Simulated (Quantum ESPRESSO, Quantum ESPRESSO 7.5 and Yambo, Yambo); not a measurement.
**SrTiO3 (Tausonite): G0W0 with Yambo, start to end**

How does a plane-wave GW calculation on SrTiO3 (Tausonite) run from the first input to the gap?

Main program and level: Quantum ESPRESSO 7.5 and Yambo 5.3.0; PBE and many-body steps on it, plane waves.

**The experiments to reproduce.**

- Gap 3.77 eV: direct gap (M0 critical point); spectroscopic ellipsometry, second-derivative fit; 300 K; bulk crystal (commercial single crystal) (“Optical probe of ferroelectric order in bulk and thin film perovskite titanates”, 2013, arxiv:1309.1245).

## (1) Set-up

The structure is cubic, space group Pm-3m (No. 221). Conventional cell: a = 3.905 Å, b = 3.905 Å, c = 3.905 Å, α = 90.00°, β = 90.00°, γ = 90.00°. Sr has 12 O at 2.76 Å nearest. Ti has 6 O at 1.95 Å nearest. O has 2 Ti at 1.95 Å and 4 Sr at 2.76 Å nearest. Farther neighbours and most contacts between anions are not listed.

The cell and positions come from the Crystallography Open Database and are kept as given unless a step says otherwise.

## (2) Ground state

This step: Quantum ESPRESSO 7.5; DFT, PBE, plane waves, norm-conserving pseudopotentials.

The ground-state density comes first.

Contents of pw.in:

```
&control
  calculation = 'scf'
  prefix = 'x'
  outdir = 'o'
  pseudo_dir = 'pseudo'
/
&system
  ibrav = 0
  nat = 5
  ntyp = 3
  ecutwfc = 76.0
  nbnd = 26
  force_symmorphic = .true.
/
&electrons
  conv_thr = 1e-10
  electron_maxstep = 80
  mixing_beta = 0.5
/
ATOMIC_SPECIES
  Sr 87.62 Sr.upf
  Ti 47.867 Ti.upf
  O 15.999 O.upf
CELL_PARAMETERS angstrom
  3.9052800000 0.0000000000 0.0000000000
  0.0000000000 3.9052800000 0.0000000000
  0.0000000000 0.0000000000 3.9052800000
ATOMIC_POSITIONS crystal
  Sr 0.5000000000 0.5000000000 0.5000000000
  Ti 0.0000000000 0.0000000000 0.0000000000
  O 0.5000000000 0.0000000000 0.0000000000
  O 0.0000000000 0.5000000000 0.0000000000
  O 0.0000000000 0.0000000000 0.5000000000
K_POINTS automatic
  6 6 6 0 0 0
```

On the command line:

```console
OMP_NUM_THREADS=1 mpirun -n 8 pw.x -nk 8 -in pw.in > pw.out
```

The program printed:

```text
Program PWSCF v.7.5 starts

     This program is part of the open-source Quantum ESPRESSO suite
     for quantum simulation of materials; please cite
         "P. Giannozzi et al., J. Phys.:Condens. Matter 21 395502 (2009);
         "P. Giannozzi et al., J. Phys.:Condens. Matter 29 465901 (2017);
         "P. Giannozzi et al., J. Chem. Phys. 152 154105 (2020);
     in publications or presentations arising from this work. More details at
     Message from routine setup:
     using ibrav=0 with symmetry is DISCOURAGED, use correct ibrav instead

     G-vector sticks info

     bravais-lattice index     =            0
     lattice parameter (alat)  =       7.3799  a.u.
     unit-cell volume          =     401.9325 (a.u.)^3
     number of atoms/cell      =            5
     number of atomic types    =            3
     number of electrons       =        40.00
     number of Kohn-Sham states=           26
     kinetic-energy cutoff     =      76.0000  Ry
     charge density cutoff     =     304.0000  Ry
     scf convergence threshold =      1.0E-10
     mixing beta               =       0.5000
     number of iterations used =            8  plain     mixing
     Exchange-correlation= PBE
                           (   1   4   3   4   0   0   0)

     celldm(1)=   7.379910  celldm(2)=   0.000000  celldm(3)=   0.000000
     celldm(4)=   0.000000  celldm(5)=   0.000000  celldm(6)=   0.000000

     crystal axes: (cart. coord. in units of alat)
               a(1) = (   1.000000   0.000000   0.000000 )
               a(2) = (   0.000000   1.000000   0.000000 )
               a(3) = (   0.000000   0.000000   1.000000 )

     reciprocal axes: (cart. coord. in units 2 pi/alat)
               b(1) = (  1.000000  0.000000  0.000000 )
               b(2) = (  0.000000  1.000000  0.000000 )
               b(3) = (  0.000000  0.000000  1.000000 )
     Pseudo is Norm-conserving + core correction, Zval = 10.0
     Generated using ONCVPSP code by D. R. Hamann
     Using radial grid of 1834 points,  6 beta functions with:
     Pseudo is Norm-conserving + core correction, Zval = 12.0
     Generated using ONCVPSP code by D. R. Hamann
     Using radial grid of 1586 points,  6 beta functions with:
     Pseudo is Norm-conserving + core correction, Zval =  6.0
     Generated using ONCVPSP code by D. R. Hamann
     Using radial grid of  936 points,  5 beta functions with:
     Sr               10.00    87.62000     Sr( 1.00)
     Ti               12.00    47.86700     Ti( 1.00)
     O                 6.00    15.99900     O ( 1.00)

     48 Sym. Ops., with inversion, found

   Cartesian axes

     site n.     atom                  positions (alat units)
         1        Sr     tau(   1) = (   0.5000000   0.5000000   0.5000000  )
         2        Ti     tau(   2) = (   0.0000000   0.0000000   0.0000000  )
         3        O      tau(   3) = (   0.5000000   0.0000000   0.0000000  )
         4        O      tau(   4) = (   0.0000000   0.5000000   0.0000000  )
         5        O      tau(   5) = (   0.0000000   0.0000000   0.5000000  )

     number of k points=    20
                       cart. coord. in units 2pi/alat
        k(    1) = (   0.0000000   0.0000000   0.0000000), wk =   0.0092593
        k(    2) = (   0.0000000   0.0000000   0.1666667), wk =   0.0555556
        k(    3) = (   0.0000000   0.0000000   0.3333333), wk =   0.0555556
        k(    4) = (   0.0000000   0.0000000  -0.5000000), wk =   0.0277778
        k(    5) = (   0.0000000   0.1666667   0.1666667), wk =   0.1111111
        k(    6) = (   0.0000000   0.1666667   0.3333333), wk =   0.2222222
        k(    7) = (   0.0000000   0.1666667  -0.5000000), wk =   0.1111111
        k(    8) = (   0.0000000   0.3333333   0.3333333), wk =   0.1111111
        k(    9) = (   0.0000000   0.3333333  -0.5000000), wk =   0.1111111
        k(   10) = (   0.0000000  -0.5000000  -0.5000000), wk =   0.0277778
     [... 8 further rows ...]
        k(   19) = (   0.3333333  -0.5000000  -0.5000000), wk =   0.0555556
        k(   20) = (  -0.5000000  -0.5000000  -0.5000000), wk =   0.0092593

     Dense  grid:    36041 G-vectors     FFT dimensions: (  45,  45,  45)

     Initial potential from superposition of free atoms

     starting charge      39.9901, renormalised to      40.0000
     Starting wfcs are   27 randomized atomic wfcs

     per-process dynamical memory:    34.6 Mb

     Self-consistent Calculation

     iteration #  1     ecut=    76.00 Ry     beta= 0.50

     total energy              =    -286.34705223 Ry
     estimated scf accuracy    <       1.82528620 Ry

     iteration #  2     ecut=    76.00 Ry     beta= 0.50

     total energy              =    -286.17401445 Ry
     estimated scf accuracy    <       4.25735772 Ry

     iteration #  3     ecut=    76.00 Ry     beta= 0.50

     total energy              =    -287.08882901 Ry
     estimated scf accuracy    <       0.24602598 Ry

     iteration #  4     ecut=    76.00 Ry     beta= 0.50

     total energy              =    -287.05726336 Ry
     estimated scf accuracy    <       0.08494564 Ry

     iteration #  5     ecut=    76.00 Ry     beta= 0.50

     total energy              =    -287.08109781 Ry
     estimated scf accuracy    <       0.01762176 Ry

     iteration #  6     ecut=    76.00 Ry     beta= 0.50

     total energy              =    -287.08118411 Ry
     estimated scf accuracy    <       0.00232619 Ry

     iteration #  7     ecut=    76.00 Ry     beta= 0.50

     total energy              =    -287.08179369 Ry
     estimated scf accuracy    <       0.00016312 Ry

     iteration #  8     ecut=    76.00 Ry     beta= 0.50

     total energy              =    -287.08179063 Ry
     estimated scf accuracy    <       0.00003424 Ry

     iteration #  9     ecut=    76.00 Ry     beta= 0.50

     total energy              =    -287.08179759 Ry
     estimated scf accuracy    <       0.00000027 Ry

     iteration # 10     ecut=    76.00 Ry     beta= 0.50

     total energy              =    -287.08179769 Ry
     estimated scf accuracy    <       0.00000009 Ry

     iteration # 11     ecut=    76.00 Ry     beta= 0.50

     total energy              =    -287.08179769 Ry
     estimated scf accuracy    <          8.1E-09 Ry

     iteration # 12     ecut=    76.00 Ry     beta= 0.50

     total energy              =    -287.08179770 Ry
     estimated scf accuracy    <          6.2E-10 Ry

     iteration # 13     ecut=    76.00 Ry     beta= 0.50

     End of self-consistent calculation

          k = 0.0000 0.0000 0.0000 (  4457 PWs)   bands (ev):

   -46.3526 -22.6721 -22.6270 -22.6270 -22.6270  -7.3121  -6.3299  -6.3299
    -4.6610  -4.6610  -4.6610   7.2355   7.2355   7.2355   8.8811   8.8811
     8.8811   9.6918   9.6918   9.6918  11.9546  11.9546  11.9546  14.4349
    14.4349  15.5056

          k = 0.0000 0.0000 0.1667 (  4525 PWs)   bands (ev):

   -46.3522 -22.7135 -22.6263 -22.6263 -22.5975  -7.3308  -6.3234  -6.3201
    -4.6493  -4.6493  -4.4854   6.8839   7.2187   7.2187   8.5465   8.5465
     8.6549   8.9454   9.5443   9.5443  11.9947  12.5241  12.5241  14.4403
    15.1720  15.9448

          k = 0.0000 0.0000 0.3333 (  4500 PWs)   bands (ev):

   -46.3515 -22.7663 -22.6248 -22.6248 -22.5679  -7.4554  -6.3002  -6.1422
    -4.6257  -4.6257  -4.1970   6.1332   7.2026   7.2026   7.9492   7.9766
     7.9766   8.2598   9.3794   9.3794  12.0782  13.4535  13.4535  14.4471
    16.2106  16.9464

          k = 0.0000 0.0000-0.5000 (  4484 PWs)   bands (ev):

     [... further k-points ...]

     highest occupied, lowest unoccupied level (ev):    10.0469   11.9546

!    total energy              =    -287.08179770 Ry
     estimated scf accuracy    <          3.5E-11 Ry

     The total energy is the sum of the following terms:
     one-electron contribution =     -75.45081456 Ry
     hartree contribution      =      60.40587187 Ry
     xc contribution           =     -59.54529617 Ry
     ewald contribution        =    -212.49155884 Ry

     convergence has been achieved in  13 iterations

     XML data file, charge density, pseudopotentials, collected wavefunctions

=------------------------------------------------------------------------------=
   JOB DONE.
=------------------------------------------------------------------------------=
```

It took 15 s on 8 MPI ranks of AMD EPYC 7R43, shared host; peak memory 0.63 GiB.

This step gave:

* total energy: -3905.9468 eV
* gap: 1.908 eV
* k of the valence top: -0.5, -0.5, -0.5
* k of the conduction bottom: 0, 0, 0
* least direct gap: 2.263 eV

The gap is indirect, with the least direct gap 0.36 eV higher.

## (3) Bands along the symmetry lines

The cheap functional maps the bands first; the places of the edges decide which points the dearer methods must see.

Contents of pw.in:

```
&control
  calculation = 'bands'
  prefix = 'x'
  outdir = 'o'
  pseudo_dir = 'pseudo'
/
&system
  ibrav = 0
  nat = 5
  ntyp = 3
  ecutwfc = 76.0
  nbnd = 26
  force_symmorphic = .true.
/
&electrons
  conv_thr = 1e-9
  electron_maxstep = 80
  diago_full_acc = .true.
  diago_thr_init = 5e-6
/
ATOMIC_SPECIES
  Sr 87.62 Sr.upf
  Ti 47.867 Ti.upf
  O 15.999 O.upf
CELL_PARAMETERS angstrom
  3.9052800000 0.0000000000 0.0000000000
  0.0000000000 3.9052800000 0.0000000000
  0.0000000000 0.0000000000 3.9052800000
ATOMIC_POSITIONS crystal
  Sr 0.5000000000 0.5000000000 0.5000000000
  Ti 0.0000000000 0.0000000000 0.0000000000
  O 0.5000000000 0.0000000000 0.0000000000
  O 0.0000000000 0.5000000000 0.0000000000
  O 0.0000000000 0.0000000000 0.5000000000
K_POINTS crystal
  50
  0.00000000 0.00000000 0.00000000 1
  0.00000000 0.06250000 0.00000000 1
  0.00000000 0.12500000 0.00000000 1
  0.00000000 0.18750000 0.00000000 1
  0.00000000 0.25000000 0.00000000 1
  0.00000000 0.31250000 0.00000000 1
  0.00000000 0.37500000 0.00000000 1
  0.00000000 0.43750000 0.00000000 1
  0.00000000 0.50000000 0.00000000 1
  0.06250000 0.50000000 0.00000000 1
  0.12500000 0.50000000 0.00000000 1
  0.18750000 0.50000000 0.00000000 1
  0.25000000 0.50000000 0.00000000 1
  0.31250000 0.50000000 0.00000000 1
  0.37500000 0.50000000 0.00000000 1
  0.43750000 0.50000000 0.00000000 1
  0.50000000 0.50000000 0.00000000 1
  0.43750000 0.43750000 0.00000000 1
  0.37500000 0.37500000 0.00000000 1
  0.31250000 0.31250000 0.00000000 1
  0.25000000 0.25000000 0.00000000 1
  0.18750000 0.18750000 0.00000000 1
  0.12500000 0.12500000 0.00000000 1
  0.06250000 0.06250000 0.00000000 1
  0.00000000 0.00000000 0.00000000 1
  0.06250000 0.06250000 0.06250000 1
  0.12500000 0.12500000 0.12500000 1
  0.18750000 0.18750000 0.18750000 1
  0.25000000 0.25000000 0.25000000 1
  0.31250000 0.31250000 0.31250000 1
  0.37500000 0.37500000 0.37500000 1
  0.43750000 0.43750000 0.43750000 1
  0.50000000 0.50000000 0.50000000 1
  0.43750000 0.50000000 0.43750000 1
  0.37500000 0.50000000 0.37500000 1
  0.31250000 0.50000000 0.31250000 1
  0.25000000 0.50000000 0.25000000 1
  0.18750000 0.50000000 0.18750000 1
  0.12500000 0.50000000 0.12500000 1
  0.06250000 0.50000000 0.06250000 1
  0.00000000 0.50000000 0.00000000 1
  0.50000000 0.50000000 0.50000000 1
  0.50000000 0.50000000 0.43750000 1
  0.50000000 0.50000000 0.37500000 1
  0.50000000 0.50000000 0.31250000 1
  0.50000000 0.50000000 0.25000000 1
  0.50000000 0.50000000 0.18750000 1
  0.50000000 0.50000000 0.12500000 1
  0.50000000 0.50000000 0.06250000 1
  0.50000000 0.50000000 0.00000000 1
```

The program printed:

```text
[banner, memory and clock lines left out]
Program PWSCF v.7.5 starts

     Atomic positions and unit cell read from directory:
     o/x.save/

     Message from routine setup:
     using ibrav=0 with symmetry is DISCOURAGED, use correct ibrav instead

     G-vector sticks info

     bravais-lattice index     =            0
     lattice parameter (alat)  =       7.3799  a.u.
     unit-cell volume          =     401.9325 (a.u.)^3
     number of atoms/cell      =            5
     number of atomic types    =            3
     number of electrons       =        40.00
     number of Kohn-Sham states=           26
     kinetic-energy cutoff     =      76.0000  Ry
     charge density cutoff     =     304.0000  Ry
     Exchange-correlation= PBE
                           (   1   4   3   4   0   0   0)

     celldm(1)=   7.379910  celldm(2)=   0.000000  celldm(3)=   0.000000
     celldm(4)=   0.000000  celldm(5)=   0.000000  celldm(6)=   0.000000

     crystal axes: (cart. coord. in units of alat)
               a(1) = (   1.000000   0.000000   0.000000 )
               a(2) = (   0.000000   1.000000   0.000000 )
               a(3) = (   0.000000   0.000000   1.000000 )

     reciprocal axes: (cart. coord. in units 2 pi/alat)
               b(1) = (  1.000000  0.000000  0.000000 )
               b(2) = (  0.000000  1.000000  0.000000 )
               b(3) = (  0.000000  0.000000  1.000000 )
     Pseudo is Norm-conserving + core correction, Zval = 10.0
     Generated using ONCVPSP code by D. R. Hamann
     Using radial grid of 1834 points,  6 beta functions with:
     Pseudo is Norm-conserving + core correction, Zval = 12.0
     Generated using ONCVPSP code by D. R. Hamann
     Using radial grid of 1586 points,  6 beta functions with:
     Pseudo is Norm-conserving + core correction, Zval =  6.0
     Generated using ONCVPSP code by D. R. Hamann
     Using radial grid of  936 points,  5 beta functions with:
     Sr               10.00    87.62000     Sr( 1.00)
     Ti               12.00    47.86700     Ti( 1.00)
     O                 6.00    15.99900     O ( 1.00)

     48 Sym. Ops., with inversion, found

   Cartesian axes

     site n.     atom                  positions (alat units)
         1        Sr     tau(   1) = (   0.5000000   0.5000000   0.5000000  )
         2        Ti     tau(   2) = (   0.0000000   0.0000000   0.0000000  )
         3        O      tau(   3) = (   0.5000000   0.0000000   0.0000000  )
         4        O      tau(   4) = (   0.0000000   0.5000000   0.0000000  )
         5        O      tau(   5) = (   0.0000000   0.0000000   0.5000000  )

     number of k points=    50
                       cart. coord. in units 2pi/alat
        k(    1) = (   0.0000000   0.0000000   0.0000000), wk =   0.0400000
        k(    2) = (   0.0000000   0.0625000   0.0000000), wk =   0.0400000
        k(    3) = (   0.0000000   0.1250000   0.0000000), wk =   0.0400000
[...]
[... 38 further rows ...]
        k(   49) = (   0.5000000   0.5000000   0.0625000), wk =   0.0400000
        k(   50) = (   0.5000000   0.5000000   0.0000000), wk =   0.0400000

     Dense  grid:    36041 G-vectors     FFT dimensions: (  45,  45,  45)

     The potential is recalculated from file :
     o/x.save/charge-density

     Starting wfcs are   27 randomized atomic wfcs

     Band Structure Calculation

     End of band structure calculation

          k = 0.0000 0.0000 0.0000 (  4457 PWs)   bands (ev):

   -46.3527 -22.6721 -22.6271 -22.6271 -22.6271  -7.3121  -6.3299  -6.3299
    -4.6610  -4.6610  -4.6610   7.2355   7.2355   7.2355   8.8811   8.8811
     8.8811   9.6918   9.6918   9.6918  11.9545  11.9545  11.9545  14.4348
    14.4349  15.5056

          k = 0.0000 0.0625 0.0000 (  4485 PWs)   bands (ev):

[...]
14.5651  15.5703

          k = 0.0000 0.1250 0.0000 (  4509 PWs)   bands (ev):

[...]
14.8962  15.7606

[...]
k = 0.5000 0.5000 0.0625 (  4496 PWs)   bands (ev):

[...]
17.9530  18.3910

          k = 0.5000 0.5000 0.0000 (  4500 PWs)   bands (ev):

[...]
-4.5566  -4.2411  -4.2411   5.4282   5.5333   5.8694   7.2143   7.2143
     8.3223   8.4929   8.4929   9.9609  13.8854  13.8854  14.3483  15.4144
    17.9844  18.3561

     XML data file, pseudopotentials, collected wavefunctions
```

Wall time 9 s (8 MPI ranks); peak memory 0.58 GiB.

This step gave:

* gap: 1.908 eV
* k of the valence top: 0.5, 0.5, 0.5
* k of the conduction bottom: 0, 0, 0
* least direct gap: 2.263 eV

The gap is 1.908 eV, as in the run before at this level.

The electronic bands at the labelled points (eV, zero at the top of the highest filled band):

```csv
point,band 17,band 18,band 19,band 20,band 21,band 22,band 23,band 24
Γ,-1.17,-0.36,-0.36,-0.36,1.91,1.91,1.91,4.39
halfway,-1.66,-1.60,-0.60,-0.60,1.99,2.96,2.96,4.40
X,-2.34,-1.96,-0.73,-0.73,2.07,3.83,3.83,4.40
halfway,-1.86,-1.45,-1.32,-0.63,3.03,3.83,3.96,5.14
M,-1.72,-1.55,-1.55,-0.09,3.84,3.84,4.30,5.37
halfway,-1.69,-1.35,-1.06,-0.73,2.92,3.06,3.34,5.02
Γ,-1.17,-0.36,-0.36,-0.36,1.91,1.91,1.91,4.39
halfway,-2.78,-0.92,-0.92,-0.62,3.40,3.45,3.45,6.54
R,-3.71,0.00,0.00,0.00,4.52,4.52,4.52,7.00
halfway,-2.71,-0.94,-0.80,-0.52,3.53,4.03,4.05,6.50
X,-2.34,-1.96,-0.73,-0.73,2.07,3.83,3.83,4.40
jump to R,-3.71,0.00,0.00,0.00,4.52,4.52,4.52,7.00
halfway,-3.15,-0.66,-0.66,-0.04,4.12,4.12,4.41,6.82
M,-1.72,-1.55,-1.55,-0.09,3.84,3.84,4.30,5.37
```

(Part 1 of 3 ends here.)

[Paths, hosts, dates, memory and timing lines, banners, echoed tables and standing remarks are left out of the program output.]

[Logs are printed without paths, hosts, clocks, repeated set-up lines and the standing remarks that a program may print on its own settings, such as how far it seeks lower states.]

[Runs of the session that timed out or met a known fault of the program may be left out.]

[Hosts, paths, dates, database ids (printed as entryN), source tags and the programs' standing remarks are cut or masked in the printed files.]
